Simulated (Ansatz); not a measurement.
# Decaying states in the gap of Cs2KNa2Cl5

Wanted: the relaxed cell of Cs2KNa2Cl5, its band edges and its decay constants. It is built by putting Cs for part of the Na in the KNa4Cl5 structure of space group R-3m, with the volume rescaled by atomic radii. The parent structure comes from the Materials Project.

Method: LDA DFT, plane waves, PAW files, in the first sound run; inputs show where later runs differ, in Ansatz 0.2.0.

This is a report of a sequence of runs, with most program output left out.

The structure was built from a prototype and need not be the compound's stable phase.

### 1. Set-up

The structure is trigonal, space group R-3m (No. 166). The conventional cell has a = 4.342 Å, b = 4.342 Å, c = 53.809 Å, α = 90.00°, β = 90.00°, γ = 120.00°. K has 6 Cl at 3.29 Å nearest. Nearest to Cs lie 6 Cl at 3.03 Å. Nearest to Na lie 6 Cl at 3.03 to 3.04 Å. Cl has 3 Cs at 3.03 Å and 3 K at 3.29 Å nearest. Cl has 6 Na at 3.04 Å nearest. Cl has 3 Cs at 3.03 Å and 3 Na at 3.03 Å nearest. It derives from KNa4Cl5. Cs for part of the Na in the KNa4Cl5 structure of space group R-3m. Farther neighbours and most contacts between anions are not listed.

### 2. Relaxing the new crystal

The substituted atoms don't fit the parent's cell, so cell and atoms relax together. A small smearing keeps the run stable in case the gap closes on the way.

input.yaml reads:

```yaml
crystal:
  lattice:
    - [2.1710806639, 1.2534740057, 17.9362366462]
    - [-2.1710806639, 1.2534740057, 17.9362366462]
    - [0.0, -2.5069480115, 17.9362366462]
  atoms:
    - { symbol: K, position: [0.0, 0.0, 0.0] }
    - { symbol: Cs, position: [0.4045562, 0.4045562, 0.4045562] }
    - { symbol: Na, position: [0.80132774, 0.80132774, 0.80132774] }
    - { symbol: Na, position: [0.19867226, 0.19867226, 0.19867226] }
    - { symbol: Cs, position: [0.5954438, 0.5954438, 0.5954438] }
    - { symbol: Cl, position: [0.29360735, 0.29360735, 0.29360735] }
    - { symbol: Cl, position: [0.5, 0.5, 0.5] }
    - { symbol: Cl, position: [0.89706855, 0.89706855, 0.89706855] }
    - { symbol: Cl, position: [0.70639265, 0.70639265, 0.70639265] }
    - { symbol: Cl, position: [0.10293145, 0.10293145, 0.10293145] }
kpoints:
  mp_grid: { grid: [6, 6, 6] }
scf:
  occupations: { method: gaussian, width: 0.03 }
hamiltonian:
  xc: lda
output:
  forces: true
  stress: true
relax:
  f_tol: 0.02
  max_steps: 60
  cell: {}
```

The run is started by

```bash
ansatz run input.yaml --threads 2 --pin off --max-ram 4096MiB --backend cpu --events-out ev --progress --plain --runs-dir out
```

Wall time 82 s (2 threads of Arm Neoverse V1, shared host); peak memory 0.74 GiB; 2.7 min of CPU time.

Relaxation path:

| step | energy less that of the first step (eV) | largest force component (eV/Å) | pressure (GPa) | volume (Å³) |
| --- | --- | --- | --- | --- |
| 1 | 0.0000 | 1.7246 | 2.31 | 292.87 |
| 2 | -1.0084 | 0.8681 | -0.09 | 302.26 |
| 3 | -1.4691 | 0.2710 | -0.55 | 294.86 |
| 4 | -1.5892 | 0.0730 | -0.12 | 283.29 |
| 5 | -1.5932 | 0.0162 | -0.05 | 282.14 |
| 6 | -1.5935 | 0.0052 | -0.03 | 281.96 |
| 7* | -1.5934 | 0.0052 | -0.03 | 281.96 |

Relaxation steps marked * repeat the geometry before them on a plane-wave basis chosen anew for their cell, so energy and pressure can jump there.

The run keeps the 12 symmetry operations that it works with, so distortions that break them were not tested.

| conventional cell, symmetrised | before | after | change |
| --- | --- | --- | --- |
| a (Å) | 4.342 | 4.244 | -2.3 % |
| b (Å) | 4.342 | 4.244 | -2.3 % |
| c (Å) | 53.809 | 54.220 | +0.8 % |
| volume (Å³/atom) | 29.29 | 28.20 | -3.7 % |

The atoms that moved most (Å, as changes of fractional coordinates times the final cell):

| atom | dx | dy | dz | length |
| --- | --- | --- | --- | --- |
| Cl10 | 0.000 | 0.000 | 0.618 | 0.618 |
| Cl8 | 0.000 | 0.000 | -0.618 | 0.618 |
| Cl6 | 0.000 | 0.000 | 0.379 | 0.379 |
| Cl9 | 0.000 | 0.000 | -0.379 | 0.379 |
| Na3 | 0.000 | 0.000 | 0.316 | 0.316 |
| Na4 | 0.000 | 0.000 | -0.316 | 0.316 |
| Cs5 | 0.000 | 0.000 | -0.125 | 0.125 |
| Cs2 | 0.000 | 0.000 | 0.125 | 0.125 |

The relaxed structure:

```cif
data_structure
_symmetry_space_group_name_H-M 'P 1'
_symmetry_Int_Tables_number 1
_cell_length_a 18.2387
_cell_length_b 18.2387
_cell_length_c 18.2387
_cell_angle_alpha 13.364
_cell_angle_beta 13.364
_cell_angle_gamma 13.364
_cell_volume 281.96
loop_
_atom_site_label
_atom_site_type_symbol
_atom_site_fract_x
_atom_site_fract_y
_atom_site_fract_z
_atom_site_occupancy
K1 K 0.00000 0.00000 0.00000 1
Cs2 Cs 0.40687 0.40687 0.40687 1
Na3 Na 0.80715 0.80715 0.80715 1
Na4 Na 0.19285 0.19285 0.19285 1
Cs5 Cs 0.59313 0.59313 0.59313 1
Cl6 Cl 0.30059 0.30059 0.30059 1
Cl7 Cl 0.50000 0.50000 0.50000 1
Cl8 Cl 0.88567 0.88567 0.88567 1
Cl9 Cl 0.69941 0.69941 0.69941 1
Cl10 Cl 0.11433 0.11433 0.11433 1
```

Numbers from this step:

| Item | Value |
| --- | --- |
| free energy | -20678.3916 eV |
| Fermi energy | 4.427 eV |
| pressure | -0.02817 GPa |

The largest force component on a free atom ends at 0.0052 eV/Å.

### 3. Band edges

The energy window and the wavevectors of the next steps follow from the band edges, so these are searched first, off the mesh as well.

input.yaml reads:

```yaml
crystal:
  lattice:
    - [2.1221799993, 1.2252411939, 18.0733482122]
    - [-2.1221799993, 1.2252411939, 18.0733482122]
    - [0.0, -2.4504823878, 18.0733482122]
  atoms:
    - { symbol: K, position: [0.0, 0.0, 0.0] }
    - { symbol: Cs, position: [0.4068681783, 0.4068681783, 0.4068681783] }
    - { symbol: Na, position: [0.8071487435, 0.8071487435, 0.8071487435] }
    - { symbol: Na, position: [0.1928512565, 0.1928512565, 0.1928512565] }
    - { symbol: Cs, position: [0.5931318217, 0.5931318217, 0.5931318217] }
    - { symbol: Cl, position: [0.3005923446, 0.3005923446, 0.3005923446] }
    - { symbol: Cl, position: [0.5, 0.5, 0.5] }
    - { symbol: Cl, position: [0.8856670833, 0.8856670833, 0.8856670833] }
    - { symbol: Cl, position: [0.6994076554, 0.6994076554, 0.6994076554] }
    - { symbol: Cl, position: [0.1143329167, 0.1143329167, 0.1143329167] }
kpoints:
  mp_grid: { grid: [6, 6, 6] }
  band_path: { path: [VBM, CBM], npoints: 30 }
scf:
  occupations: { method: fixed }
hamiltonian:
  xc: lda
output:
  eigenvalues: true
  write_potential: true
  write_density: true
  volumetric_format: npy
  elf: true
```

Wall time 53 s (2 threads); peak memory 0.71 GiB; 1.7 min of CPU time.

Numbers from this step:

```
Fermi energy        : 2.177 eV
gap on the k-mesh   : 4.501 eV
gap on path         : 4.501 eV, by band count; negative where bands overlap
direct gap on path  : 4.501 eV
edge places on path : 0, 0 1/A along the path
```

Levels at VBM (eV): -5.95, -5.94, -5.69, -5.69, -5.69, -5.69, -1.66, -1.42, -0.85, -0.70, -0.65, -0.65, -0.62, -0.62, -0.44, -0.44, -0.39, -0.39, -0.25, -0.25, 0.00, 4.50, 5.11, 5.66, 5.88, 6.04, 6.72, 7.09, 7.22, 7.22, 7.37.

Valence density in the ac plane of the conventional cell at fractional y = 0.000, with atoms of K and Cs and Na and Cl within 0.2 Å of it. It is the smooth field of the valence electrons, not physical close to the nuclei.

Ten steps, logarithmic in the rise over the least value, from '_' (0.01 × 1e0 e/Å³) to '@' (6.43 × 1e0 e/Å³), each cell a mean:
```
**++==::....::::::....--++**
________..::::--::::..______
++**++--::....__....--==****
--::::..................::::
@@%%==................::**@@
________..::::::::....______
==----::..::::::::::..::--==
++++++--::..........::==++++
________....::::::....______
==++++==::..____..::--==++++
----::......::::::....::::--
==++==--....______..::--++++
======::............::--====
------::....::::::..::::----
==++++==::..........--==++==
________....::::::..________
++**++--::..____....::==++++
----::....::::::::::..::::--
________..::::::::....______
@@%%==........::......::**@@
----::................::----
++++++--::..........::==++++
________..::::--::::..______
****==::....::::....::--++**
```
Columns run along a (4.2 Å), rows up along c (54.2 Å), edges of the conventional cell, whose origin can differ from the input's. Atoms in or near the plane, at fractional coordinates: K at (0.00, 0.00), Cs at (0.00, 0.41), Na at (0.00, 0.81), Na at (0.00, 0.19), Cs at (0.00, 0.59), Cl at (0.00, 0.30), Cl at (0.00, 0.50), Cl at (0.00, 0.89), Cl at (0.00, 0.70), Cl at (0.00, 0.11).

Electrostatic potential energy in the ac plane of the conventional cell at fractional y = 0.000, with atoms of K and Cs and Na and Cl within 0.2 Å of it. With pseudopotentials it is smooth inside the atoms' cores, unlike the true potential.

Values in eV, 24 rows by 14 columns, each cell a mean:
```
 -7  -5   0   5   7   8   8   8   8   8   6   3  -3  -7
  7   7   7   6   5   4   3   3   3   5   6   7   7   7
-21 -18  -6   4   7   7   7   7   7   7   6   1 -13 -20
  5   6   8   8   8   7   7   6   7   8   8   8   7   6
-20 -15  -2   5   7   8   8   8   8   8   6   3  -8 -18
  7   7   7   7   7   7   6   6   7   7   7   7   7   7
  0   1   5   6   6   4   3   3   4   5   6   6   3   0
-16 -14  -5   5   7   7   7   7   7   7   7   2 -10 -15
  8   8   8   8   8   7   7   6   7   7   8   8   8   8
-13 -13 -12  -5   3   6   7   7   7   5   0  -9 -13 -13
  1   2   4   6   7   7   7   7   7   7   7   5   3   1
 -9  -7   0   6   8   7   7   7   7   8   7   4  -4  -9
 -6  -4   2   7   8   7   7   7   7   8   8   5  -1  -5
 -1   0   2   5   7   7   7   7   7   7   6   3   1  -1
-11 -11 -10  -4   3   6   7   7   7   5   1  -7 -11 -11
  8   8   8   8   8   7   6   6   7   7   8   8   8   8
-19 -17  -6   5   7   7   7   7   7   7   7   1 -12 -19
  3   4   6   6   5   4   3   2   3   5   6   6   5   3
  6   7   7   7   7   7   7   7   7   7   7   7   7   6
-19 -14  -2   5   7   8   8   8   8   8   6   3  -8 -18
  2   4   7   8   8   7   7   7   7   8   8   8   6   3
-18 -16  -6   4   7   7   7   6   7   7   6   1 -12 -17
  7   7   7   7   6   4   3   3   4   5   6   7   7   7
-11  -9  -2   4   7   8   8   8   8   7   6   2  -6 -10
```
Columns run along a (4.2 Å; values clipped at the 3rd and 97th percentile), rows up along c (54.2 Å), edges of the conventional cell, whose origin can differ from the input's. Atoms in or near the plane, at fractional coordinates: K at (0.00, 0.00), Cs at (0.00, 0.41), Na at (0.00, 0.81), Na at (0.00, 0.19), Cs at (0.00, 0.59), Cl at (0.00, 0.30), Cl at (0.00, 0.50), Cl at (0.00, 0.89), Cl at (0.00, 0.70), Cl at (0.00, 0.11).

ELF in the ac plane of the conventional cell at fractional y = 0.000, with atoms of K and Cs and Na and Cl within 0.2 Å of it. It is the smooth field of the valence electrons, not physical close to the nuclei.

Ten even steps from '0' (0.02) to '9' (0.73), each cell a mean:
```
55433466532345
00013566642000
89985211146999
43333333333334
44312344431145
00013455542000
55434566543445
89874210135898
00012455532000
67985211147986
44333566643334
67754200135677
66653211124566
44434466543444
57875322246886
00012445431000
89975200136899
44333566643334
00013556542000
44312445431144
54433222223344
89875322246898
00013566542000
55533455533455
```
Columns run along a (4.2 Å), rows up along c (54.2 Å), edges of the conventional cell, whose origin can differ from the input's. Atoms in or near the plane, at fractional coordinates: K at (0.00, 0.00), Cs at (0.00, 0.41), Na at (0.00, 0.81), Na at (0.00, 0.19), Cs at (0.00, 0.59), Cl at (0.00, 0.30), Cl at (0.00, 0.50), Cl at (0.00, 0.89), Cl at (0.00, 0.70), Cl at (0.00, 0.11).

The searched edges give 4.50 eV, as on the mesh.

### 4. Decaying states in the gap

This step: LDA DFT, plane waves, PAW files; complex bands by layer matching along the plane's normal (Ansatz 0.2.0).

The same crystal is laid in a cell whose first two vectors span the (001) plane (indices of the standard conventional cell, whose axes can be ordered otherwise than in the bulk input). At fixed energy and wavevector in the plane the solver finds all kz, real and complex. A few wavevectors are listed, (0, 0) and (0.5, 0) in units of the plane's reciprocal vectors; the slowest state needn't be among them.

input.yaml reads:

```yaml
crystal:
  lattice:
    - [4.244359999, 0.0, 0.0]
    - [2.122179999, 3.675723582, 0.0]
    - [2.122179999, 1.225241194, 18.073348212]
  atoms:
    - { symbol: K, position: [0.0, 0.0, 0.0] }
    - { symbol: Cs, position: [0.5931318217, 0.5931318217, 0.2206045349] }
    - { symbol: Na, position: [0.1928512565, 0.1928512565, 0.4214462305] }
    - { symbol: Na, position: [0.8071487435, 0.8071487435, 0.5785537695] }
    - { symbol: Cs, position: [0.4068681783, 0.4068681783, 0.7793954651] }
    - { symbol: Cl, position: [0.6994076554, 0.6994076554, 0.9017770338] }
    - { symbol: Cl, position: [0.5, 0.5, 0.5] }
    - { symbol: Cl, position: [0.1143329167, 0.1143329167, 0.6570012499] }
    - { symbol: Cl, position: [0.3005923446, 0.3005923446, 0.0982229662] }
    - { symbol: Cl, position: [0.8856670833, 0.8856670833, 0.3429987501] }
kpoints:
  mp_grid: { grid: [6, 6, 6] }
scf:
  occupations: { method: fixed }
hamiltonian:
  xc: lda
output:
  eigenvalues: true
  transmission:
    leads: [[0, 0]]
    kpoints: [[0.0, 0.0], [0.5, 0.0]]
    e_range: [-1.0, 5.5]
    de: 0.11
```

It took 52 s on 2 threads; peak memory 0.7 GiB; 76 s of CPU time.

Numbers from this step:

```
level to which the leads are filled                       : 2.251 eV from the Fermi level
decay constant at the filling level, zone centre          : 0.3636 Å⁻¹
decay constant at the filling level, slowest listed point : 0.3636 Å⁻¹
```

K parallel (0, 0); values up to 0.9971 1/Å, a degenerate pair printed once or twice; energies at which all values exceed this have no row. Im kz of the slowest decaying states against energy, zero at the highest filled level on the SCF mesh:

| energy (eV) | decay 1 (Å⁻¹) | decay 2 (Å⁻¹) | decay 3 (Å⁻¹) | decay 4 (Å⁻¹) |
| --- | --- | --- | --- | --- |
| -1.00 | 0.475 | - | - | - |
| -0.78 | 0.0352 | 0.289 | - | - |
| -0.45 | 0.0701 | - | - | - |
| -0.23 | 0.115 | 0.139 | - | - |
| -0.01 | 0.384 | 0.995 | - | - |
| 0.32 | 0.231 | 0.525 | 0.973 | - |
| 0.54 | 0.277 | 0.582 | 0.957 | - |
| 0.87 | 0.320 | 0.641 | 0.934 | - |
| 1.09 | 0.338 | 0.670 | 0.918 | - |
| 1.31 | 0.352 | 0.692 | 0.901 | - |
| 1.64 | 0.363 | 0.716 | 0.875 | - |
| 1.86 | 0.367 | 0.728 | 0.858 | - |
| 2.08 | 0.367 | 0.736 | 0.839 | - |
| 2.41 | 0.361 | 0.744 | 0.811 | - |
| 2.63 | 0.354 | 0.746 | 0.791 | - |
| 2.85 | 0.343 | 0.746 | 0.770 | - |
| 3.18 | 0.321 | 0.738 | 0.743 | - |
| 3.40 | 0.302 | 0.714 | 0.739 | 0.987 |
| 3.62 | 0.278 | 0.690 | 0.733 | 0.970 |
| 3.95 | 0.230 | 0.650 | 0.720 | 0.940 |
| 4.17 | 0.184 | 0.622 | 0.710 | 0.916 |
| 4.50 | 0.0123 | 0.574 | 0.692 | 0.880 |
| 4.72 | 0.537 | 0.678 | 0.856 | 0.874 |
| 4.94 | 0.496 | 0.661 | 0.830 | 0.852 |
| 5.27 | 0.0775 | 0.415 | 0.633 | 0.791 |
| 5.49 | 0.0936 | 0.333 | 0.611 | 0.764 |

K parallel (0.5, 0); values up to 0.9971 1/Å, a degenerate pair printed once or twice; energies at which all values exceed this have no row. Im kz of the slowest decaying states against energy, zero at the highest filled level on the SCF mesh:

| energy (eV) | decay 1 (Å⁻¹) | decay 2 (Å⁻¹) | decay 3 (Å⁻¹) | decay 4 (Å⁻¹) |
| --- | --- | --- | --- | --- |
| -1.000 | 0.0806 | 0.249 | 0.973 | - |
| -0.450 | 0.0280 | 0.0530 | 0.179 | 0.942 |
| -0.010 | 0.282 | 0.282 | 0.407 | 0.913 |
| 0.540 | 0.400 | 0.432 | 0.576 | 0.874 |
| 0.980 | 0.452 | 0.489 | 0.649 | 0.843 |
| 1.530 | 0.492 | 0.531 | 0.708 | 0.802 |
| 1.970 | 0.509 | 0.550 | 0.739 | 0.769 |
| 2.520 | 0.514 | 0.561 | 0.728 | 0.765 |
| 2.960 | 0.504 | 0.562 | 0.696 | 0.777 |
| 3.510 | 0.469 | 0.555 | 0.659 | 0.784 |
| 3.950 | 0.418 | 0.544 | 0.632 | 0.782 |
| 4.500 | 0.299 | 0.524 | 0.600 | 0.774 |
| 5.050 | 0.0708 | 0.494 | 0.566 | 0.758 |

At the listed wavevectors the last open channel is at -0.01 eV and the next at +4.61 eV on the grid. At +2.30 eV, the grid energy nearest the filling level (the middle of the gap on the SCF mesh), the slowest state at the listed wavevectors decays with κ = 0.364 Å⁻¹, its amplitude falling by e over 2.8 Å. Through 1 nm of this crystal that state's transmission falls by exp(−2 × 0.364 Å⁻¹ × 10 Å) = 6.9e-4.

### 5. Decay over the two-dimensional zone

The listed points could miss the slowest state, so one energy near mid-gap is solved on a mesh of 8×8.

input.yaml, as its differences from that of step 4:

```diff
@@ -24,6 +24,2 @@
   eigenvalues: true
-  transmission:
-    leads: [[0, 0]]
-    kpoints: [[0.0, 0.0], [0.5, 0.0]]
-    e_range: [-1.0, 5.5]
-    de: 0.11
+  transmission: { leads: [[0, 0]], kmesh: [8, 8], e_range: [2.25, 2.26], de: 0.05 }
```

It took 26 s on 2 threads; peak memory 0.81 GiB; 51 s of CPU time.

This step gave:

- least decay constant on the mesh: 0.3645 Å⁻¹

Slowest decay constant (1/Å; 0 where a channel is open) over k1 and k2. At 2.2500 eV from the Fermi level.

Values, 8 rows by 8 columns:
```
0.589 0.596 0.596 0.589 0.514 0.597 0.597 0.514
0.644 0.596 0.644 0.597 0.538 0.640 0.538 0.597
0.589 0.589 0.597 0.640 0.486 0.486 0.640 0.597
0.514 0.514 0.538 0.486 0.364 0.486 0.538 0.514
0.589 0.597 0.640 0.486 0.486 0.640 0.597 0.589
0.644 0.597 0.538 0.640 0.538 0.597 0.644 0.596
0.589 0.514 0.597 0.597 0.514 0.589 0.596 0.596
0.514 0.589 0.644 0.589 0.514 0.589 0.644 0.589
```
Columns: k1 (b1) from -0.5 to 0.375; rows upwards: k2 (b2) from -0.5 to 0.375.

The least value on the mesh is 0.364 Å⁻¹ at +2.25 eV. At that energy the listed points give about 0.364 Å⁻¹ by interpolation, so the mesh holds no clearly slower state.

### 6. Band edges at another level, cutoff 1440 eV

This step: LDA DFT, plane waves, JTH PAW files (Ansatz 0.2.0).

The edges again with JTH files, at the same atoms. Against that run the cutoff is 1440 eV against 420.

input.yaml reads:

```yaml
crystal:
  lattice:
    - [2.1221799993, 1.2252411939, 18.0733482122]
    - [-2.1221799993, 1.2252411939, 18.0733482122]
    - [0.0, -2.4504823878, 18.0733482122]
  atoms:
    - { symbol: K, position: [0.0, 0.0, 0.0] }
    - { symbol: Cs, position: [0.4068681783, 0.4068681783, 0.4068681783] }
    - { symbol: Na, position: [0.8071487435, 0.8071487435, 0.8071487435] }
    - { symbol: Na, position: [0.1928512565, 0.1928512565, 0.1928512565] }
    - { symbol: Cs, position: [0.5931318217, 0.5931318217, 0.5931318217] }
    - { symbol: Cl, position: [0.3005923446, 0.3005923446, 0.3005923446] }
    - { symbol: Cl, position: [0.5, 0.5, 0.5] }
    - { symbol: Cl, position: [0.8856670833, 0.8856670833, 0.8856670833] }
    - { symbol: Cl, position: [0.6994076554, 0.6994076554, 0.6994076554] }
    - { symbol: Cl, position: [0.1143329167, 0.1143329167, 0.1143329167] }
kpoints:
  mp_grid: { grid: [6, 6, 6] }
  band_path: { path: [VBM, CBM], npoints: 30 }
scf:
  occupations: { method: fixed }
hamiltonian:
  xc: lda
  pseudopotentials: { kind: paw, source: jth }
output:
  eigenvalues: true
```

Wall time 5.2 min (2 threads); peak memory 2.6 GiB.

Numbers from this step:

```
free energy        : -20638.6059 eV
Fermi energy       : 2.246 eV
gap on the k-mesh  : 4.489 eV
gap on path        : 4.489 eV, by band count; negative where bands overlap
direct gap on path : 4.489 eV
```

Levels at VBM (eV): -5.97, -5.96, -5.72, -5.72, -5.72, -5.72, -1.66, -1.42, -0.85, -0.70, -0.65, -0.65, -0.62, -0.62, -0.44, -0.44, -0.39, -0.39, -0.25, -0.25, 0.00, 4.49, 5.09, 5.65, 5.87, 6.04, 6.73, 7.11, 7.20, 7.20, 7.35.

The searched edges give 4.49 eV, as on the mesh.

(Part 1 of 2 ends here.)

[Logs are printed without paths, hosts, clocks, repeated set-up lines and the standing remarks that a program may print on its own settings, such as how far it seeks lower states.]

[Hosts, paths, dates, database ids (printed as entryN), source tags and the programs' standing remarks are cut or masked in the printed files.]
